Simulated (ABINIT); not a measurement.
# Completion of the band sum in GW: TiNF (Pmmn), part 2 of 2

Can a closure trick stand in for empty bands in GW on TiNF (Pmmn)?

ABINIT 10.8.3; PBEsol and many-body steps on it, plane waves. Known limits of the many-body steps: short of the basis limit; coarse k mesh.

So far. Step 4 (96 bands): The gap on the mesh goes from 0.68 eV to 1.72 eV, a correction of +1.03 eV. Step 6 (32 bands): Against G0W0 in ABINIT (4×2×1 mesh, 96 bands, screening to 122.5 eV, Godby-Needs plasmon pole), the gap moves by −0.125 eV.

## 7. Screening, 4×2×1 mesh, 32 bands, screening to 122.5 eV

This step: RPA screening on PBEsol, plane waves, norm-conserving pseudopotentials.

The input, run.abi:

```
acell 3*1.0 Angstrom
rprim 
  3.062004000000 0.000000000000 0.000000000000
  0.000000000000 3.964387000000 0.000000000000
  0.000000000000 0.000000000000 7.870826000000
ntypat 3
znucl 22 7 9
natom 6
typat 1 1 2 2 3 3
xred 
  0.500000000000 0.000000000000 0.895914000000
  0.000000000000 0.500000000000 0.104086000000
  0.500000000000 0.500000000000 0.939316000000
  0.000000000000 0.000000000000 0.060684000000
  0.000000000000 0.000000000000 0.724624000000
  0.500000000000 0.500000000000 0.275376000000
pp_dirpath "pseudos"
pseudos "Ti.upf, N.upf, F.upf"
ecut 38
ngkpt 4 2 1
nshiftk 1
shiftk 0 0 0
kptopt 1
chksymbreak 0
istwfk *1
occopt 1
irdwfk 1
optdriver 3
nband 32
ecuteps 4.5
inclvkb 2
awtr 1
symchi 1
gwcomp 1
gwencomp 2
indata_prefix "in"
outdata_prefix "out"
tmpdata_prefix "tmp"
```

On the command line:

```
OMP_NUM_THREADS=1 mpirun -n 4 abinit run.abi > log
```

The log of the run:

```text
.Version 10.8.3 of ABINIT. v10.8.2 released Aug 2026.

 Symmetries : space group Pm m n (# 59); Bravais oP (primitive ortho.)
[... echo of the input left out ...]
== DATASET  1 ==================================================================
-   mpi_nproc: 4, omp_nthreads: 1 (-1 if OMP is not activated)

--- !DatasetInfo
iteration_state: {dtset: 1, }
dimensions: {natom: 6, nkpt: 6, mband: 32, nsppol: 1, nspinor: 1, nspden: 1, mpw: 7264, }
cutoff_energies: {ecut:  38.0, pawecutdg:  -1.0, }
[...]
--------------------------------------------------------------------------------
[... chi0 elements left out ...]
 For q-point:  0.000010 0.000020 0.000030
  dielectric constant =  10.5910
  dielectric constant without local fields =  11.3370

  Average fulfillment of the sum rule on Im[epsilon] for q-point    1 :    130.54  [%]
[... wings left out ...]
  q-point number  2        q = ( 0.250000, 0.000000, 0.000000) [r.l.u.]
--------------------------------------------------------------------------------
[... chi0 elements left out ...]
  Average fulfillment of the sum rule on Im[epsilon] for q-point    2 :    146.25  [%]

 [... 4 further q-points ...]
```

Wall time 15 s (4 MPI ranks of Arm Neoverse V2, shared host); peak memory 0.85 GiB.

Read from the output:

* ε∞ with local fields, on this mesh: 10.59
* ε∞ without local fields, on this mesh: 11.34
* plasma frequency: 26.32 eV
* plane waves in the screening matrix: 293

## 8. 32 bands, completed

This step: G0W0 on PBEsol, plane waves, norm-conserving pseudopotentials.

Edit run.abi of step 7 so:

```diff
@@ -27,8 +27,15 @@
 irdwfk 1
-optdriver 3
+optdriver 4
 nband 32
+gwcalctyp 0
+ecutsigx 38
+symsigma 1
+nkptgw 1
+kptgw 
+  0.0000000000 0.0000000000 0.0000000000
+bdgw 
+  23 26
 ecuteps 4.5
-inclvkb 2
-awtr 1
-symchi 1
+irdscr 1
+ppmodel 1
 gwcomp 1
```

The log of the run:

```text
.Version 10.8.3 of ABINIT. v10.8.2 released Aug 2026.

 Symmetries : space group Pm m n (# 59); Bravais oP (primitive ortho.)
[... echo of the input left out ...]
== DATASET  1 ==================================================================
-   mpi_nproc: 4, omp_nthreads: 1 (-1 if OMP is not activated)

--- !DatasetInfo
iteration_state: {dtset: 1, }
dimensions: {natom: 6, nkpt: 6, mband: 32, nsppol: 1, nspinor: 1, nspden: 1, mpw: 7264, }
cutoff_energies: {ecut:  38.0, pawecutdg:  -1.0, }
[...]
24   2.376 -18.173 -20.423   2.682   0.749  -0.336 -17.849   0.324   2.699
       25   3.059 -19.644 -12.296  -5.869   0.734  -0.362 -18.559   1.085   4.144
       26   3.820 -20.336 -12.144  -6.457   0.731  -0.369 -19.068   1.267   5.088

== END DATASET(S) ==============================================================
================================================================================

 -outvars: echo values of variables after computation  --------
           etotal      0.0000000000E+00
            nband          32
             nkpt           6
          spgroup          59
 [... the other variables as echoed above ...]

 Calculation completed.
```

It took 4.2 s on 4 MPI ranks; peak memory 0.8 GiB; 16 s of CPU time.

Read from the output:

```
G0W0 gap on the mesh                         : 1.445 eV
starting gap on the mesh                     : 0.6833 eV
k of the valence top                         : 0, 0, 0
k of the conduction bottom                   : 0, 0, 0
least direct G0W0 gap on the computed points : 1.445 eV
```

Against G0W0 in ABINIT (4×2×1 mesh, 96 bands, screening to 122.5 eV, Godby-Needs plasmon pole), the gap moves by −0.272 eV.

## 9. Screening, 4×2×1 mesh, 49 bands, screening to 122.5 eV

This step: RPA screening on PBEsol, plane waves, norm-conserving pseudopotentials.

Edit run.abi of step 8 so:

```diff
@@ -27,17 +27,8 @@
 irdwfk 1
-optdriver 4
-nband 32
-gwcalctyp 0
-ecutsigx 38
-symsigma 1
-nkptgw 1
-kptgw 
-  0.0000000000 0.0000000000 0.0000000000
-bdgw 
-  23 26
+optdriver 3
+nband 49
 ecuteps 4.5
-irdscr 1
-ppmodel 1
-gwcomp 1
-gwencomp 2
+inclvkb 2
+awtr 1
+symchi 1
 indata_prefix "in"
```

The log of the run:

```text
.Version 10.8.3 of ABINIT. v10.8.2 released Aug 2026.

 Symmetries : space group Pm m n (# 59); Bravais oP (primitive ortho.)
[... echo of the input left out ...]
== DATASET  1 ==================================================================
-   mpi_nproc: 4, omp_nthreads: 1 (-1 if OMP is not activated)

--- !DatasetInfo
iteration_state: {dtset: 1, }
dimensions: {natom: 6, nkpt: 6, mband: 49, nsppol: 1, nspinor: 1, nspden: 1, mpw: 7264, }
cutoff_energies: {ecut:  38.0, pawecutdg:  -1.0, }
[...]
--------------------------------------------------------------------------------
[... chi0 elements left out ...]
 For q-point:  0.000010 0.000020 0.000030
  dielectric constant =  11.1582
  dielectric constant without local fields =  12.1655

  Average fulfillment of the sum rule on Im[epsilon] for q-point    1 :     28.42  [%]
[... wings left out ...]
  q-point number  2        q = ( 0.250000, 0.000000, 0.000000) [r.l.u.]
--------------------------------------------------------------------------------
[... chi0 elements left out ...]
  Average fulfillment of the sum rule on Im[epsilon] for q-point    2 :     35.00  [%]

 [... 4 further q-points ...]
```

It took 11 s on 4 MPI ranks; peak memory 0.97 GiB; 43 s of CPU time.

Numbers from this step:

| Quantity | Value |
| --- | --- |
| ε∞ with local fields, on this mesh | 11.16 |
| ε∞ without local fields, on this mesh | 12.17 |
| plasma frequency | 26.32 eV |
| plane waves in the screening matrix | 293 |

## 10. 49 bands

This step: G0W0 on PBEsol, plane waves, norm-conserving pseudopotentials.

Edit run.abi of step 9 so:

```diff
@@ -27,8 +27,15 @@
 irdwfk 1
-optdriver 3
+optdriver 4
 nband 49
+gwcalctyp 0
+ecutsigx 38
+symsigma 1
+nkptgw 1
+kptgw 
+  0.0000000000 0.0000000000 0.0000000000
+bdgw 
+  23 26
 ecuteps 4.5
-inclvkb 2
-awtr 1
-symchi 1
+irdscr 1
+ppmodel 1
 indata_prefix "in"
```

The log of the run:

```text
.Version 10.8.3 of ABINIT. v10.8.2 released Aug 2026.

 Symmetries : space group Pm m n (# 59); Bravais oP (primitive ortho.)
[... echo of the input left out ...]
== DATASET  1 ==================================================================
-   mpi_nproc: 4, omp_nthreads: 1 (-1 if OMP is not activated)

--- !DatasetInfo
iteration_state: {dtset: 1, }
dimensions: {natom: 6, nkpt: 6, mband: 49, nsppol: 1, nspinor: 1, nspden: 1, mpw: 7264, }
cutoff_energies: {ecut:  38.0, pawecutdg:  -1.0, }
[...]
24   2.376 -18.173 -20.423   3.594   0.737  -0.357 -17.183   0.991   3.366
       25   3.059 -19.644 -12.296  -4.679   0.731  -0.368 -17.694   1.950   5.009
       26   3.820 -20.336 -12.144  -5.431   0.720  -0.388 -18.347   1.989   5.809

== END DATASET(S) ==============================================================
================================================================================

 -outvars: echo values of variables after computation  --------
           etotal      0.0000000000E+00
            nband          49
             nkpt           6
          spgroup          59
 [... the other variables as echoed above ...]

 Calculation completed.
```

The job ended after 4.5 s (4 MPI ranks; peak memory 0.83 GiB; 18 s of CPU time).

This step gave:

| Property | Result |
| --- | --- |
| G0W0 gap on the mesh | 1.643 eV |
| starting gap on the mesh | 0.6833 eV |
| k of the valence top | 0, 0, 0 |
| k of the conduction bottom | 0, 0, 0 |
| least direct G0W0 gap on the computed points | 1.643 eV |

Against G0W0 in ABINIT (4×2×1 mesh, 96 bands, screening to 122.5 eV, Godby-Needs plasmon pole), the gap moves by −0.074 eV.

## 11. Screening, 4×2×1 mesh, 49 bands, screening to 122.5 eV

This step: RPA screening on PBEsol, plane waves, norm-conserving pseudopotentials.

Edit run.abi of step 10 so:

```diff
@@ -27,15 +27,10 @@
 irdwfk 1
-optdriver 4
+optdriver 3
 nband 49
-gwcalctyp 0
-ecutsigx 38
-symsigma 1
-nkptgw 1
-kptgw 
-  0.0000000000 0.0000000000 0.0000000000
-bdgw 
-  23 26
 ecuteps 4.5
-irdscr 1
-ppmodel 1
+inclvkb 2
+awtr 1
+symchi 1
+gwcomp 1
+gwencomp 1.5
 indata_prefix "in"
```

The log of the run:

```text
.Version 10.8.3 of ABINIT. v10.8.2 released Aug 2026.

 Symmetries : space group Pm m n (# 59); Bravais oP (primitive ortho.)
[... echo of the input left out ...]
== DATASET  1 ==================================================================
-   mpi_nproc: 4, omp_nthreads: 1 (-1 if OMP is not activated)

--- !DatasetInfo
iteration_state: {dtset: 1, }
dimensions: {natom: 6, nkpt: 6, mband: 49, nsppol: 1, nspinor: 1, nspden: 1, mpw: 7264, }
cutoff_energies: {ecut:  38.0, pawecutdg:  -1.0, }
[...]
--------------------------------------------------------------------------------
[... chi0 elements left out ...]
 For q-point:  0.000010 0.000020 0.000030
  dielectric constant =  11.2215
  dielectric constant without local fields =  12.1655

  Average fulfillment of the sum rule on Im[epsilon] for q-point    1 :     99.31  [%]
[... wings left out ...]
  q-point number  2        q = ( 0.250000, 0.000000, 0.000000) [r.l.u.]
--------------------------------------------------------------------------------
[... chi0 elements left out ...]
  Average fulfillment of the sum rule on Im[epsilon] for q-point    2 :    101.71  [%]

 [... 4 further q-points ...]
```

The job ended after 22 s (4 MPI ranks; peak memory 0.97 GiB).

This step gave:

* ε∞ with local fields, on this mesh: 11.22
* ε∞ without local fields, on this mesh: 12.17
* plasma frequency: 26.32 eV
* plane waves in the screening matrix: 293

## 12. 49 bands, completed

This step: G0W0 on PBEsol, plane waves, norm-conserving pseudopotentials.

Edit run.abi of step 11 so:

```diff
@@ -27,8 +27,15 @@
 irdwfk 1
-optdriver 3
+optdriver 4
 nband 49
+gwcalctyp 0
+ecutsigx 38
+symsigma 1
+nkptgw 1
+kptgw 
+  0.0000000000 0.0000000000 0.0000000000
+bdgw 
+  23 26
 ecuteps 4.5
-inclvkb 2
-awtr 1
-symchi 1
+irdscr 1
+ppmodel 1
 gwcomp 1
```

The log of the run:

```text
.Version 10.8.3 of ABINIT. v10.8.2 released Aug 2026.

 Symmetries : space group Pm m n (# 59); Bravais oP (primitive ortho.)
[... echo of the input left out ...]
== DATASET  1 ==================================================================
-   mpi_nproc: 4, omp_nthreads: 1 (-1 if OMP is not activated)

--- !DatasetInfo
iteration_state: {dtset: 1, }
dimensions: {natom: 6, nkpt: 6, mband: 49, nsppol: 1, nspinor: 1, nspden: 1, mpw: 7264, }
cutoff_energies: {ecut:  38.0, pawecutdg:  -1.0, }
[...]
24   2.376 -18.173 -20.423   2.257   0.749  -0.334 -18.168   0.006   2.381
       25   3.059 -19.644 -12.296  -6.192   0.749  -0.335 -18.779   0.865   3.924
       26   3.820 -20.336 -12.144  -6.959   0.740  -0.352 -19.424   0.912   4.732

== END DATASET(S) ==============================================================
================================================================================

 -outvars: echo values of variables after computation  --------
           etotal      0.0000000000E+00
            nband          49
             nkpt           6
          spgroup          59
 [... the other variables as echoed above ...]

 Calculation completed.
```

Wall time 4.6 s (4 MPI ranks); peak memory 0.83 GiB; 18 s of CPU time.

Numbers from this step:

```
G0W0 gap on the mesh                         : 1.543 eV
starting gap on the mesh                     : 0.6833 eV
k of the valence top                         : 0, 0, 0
k of the conduction bottom                   : 0, 0, 0
least direct G0W0 gap on the computed points : 1.543 eV
```

Against G0W0 in ABINIT (4×2×1 mesh, 96 bands, screening to 122.5 eV, Godby-Needs plasmon pole), the gap moves by −0.174 eV.

## 13. Side by side

Times are wall times on 4 MPI ranks of Arm Neoverse V2, shared host, good to a factor of about two. A run's time includes the screening step that it read.

```
                run   mesh  bands  screening cutoff (eV)  DFT gap (eV)  gap on the mesh (eV)  direct (eV)  ε∞ used   time
           96 bands  4×2×1     96                  122.5         0.683                 1.717        1.717    11.25   28 s
           32 bands  4×2×1     32                  122.5         0.683                 1.592        1.592    10.48  9.7 s
32 bands, completed  4×2×1     32                  122.5         0.683                 1.445        1.445    10.59   19 s
           49 bands  4×2×1     49                  122.5         0.683                 1.643        1.643    11.16   15 s
49 bands, completed  4×2×1     49                  122.5         0.683                 1.543        1.543    11.22   26 s
```

## 14. Summary of results

```
96 bands            : 1.717 eV
32 bands            : 1.592 eV
32 bands, completed : 1.445 eV
49 bands            : 1.643 eV
49 bands, completed : 1.543 eV
```

**Reading.** 32 bands: −0.125 eV against 96 bands. 32 bands, completed: −0.272 eV against 96 bands. 49 bands: −0.074 eV against 96 bands. 49 bands, completed: −0.174 eV against 96 bands. The row with most bands is itself short of the limit, so it is no exact reference, and agreement of a truncated run with it can be a cancellation between the edges. The 4×2×1 mesh is coarse for this cell, which bears on the long-range parts of exchange and screening.

[Long decimals in the printed logs are rounded to 6 places.]

[Logs are printed without paths, hosts, clocks, repeated set-up lines and the standing remarks that a program may print on its own settings, such as how far it seeks lower states.]

[Paths, hosts, dates, memory and timing lines, banners, echoed tables and standing remarks are left out of the program output; an Ansatz launch command may be rebuilt from the run's recorded settings. Measured values are a selection of at most five: reports struck by readers or far from the other reports are left out. None is set beside runs whose start may be inverted or whose files or cutoffs have a known fault.]

[Runs of the session that timed out or met a known fault of the program may be left out.]

[Hosts, paths, dates, database ids (printed as entryN), source tags and the programs' standing remarks are cut or masked in the printed files.]

[G0W0 gaps are taken among the corrected bands and points alone; a level outside them can change the order at an edge.]

[Where Ansatz stands beside ABINIT at settings called matched, ABINIT's density can come from a denser mesh and the files from another edition; pairs whose starting gaps differed by over 0.03 eV were left out, so agreement reads better than it is.]
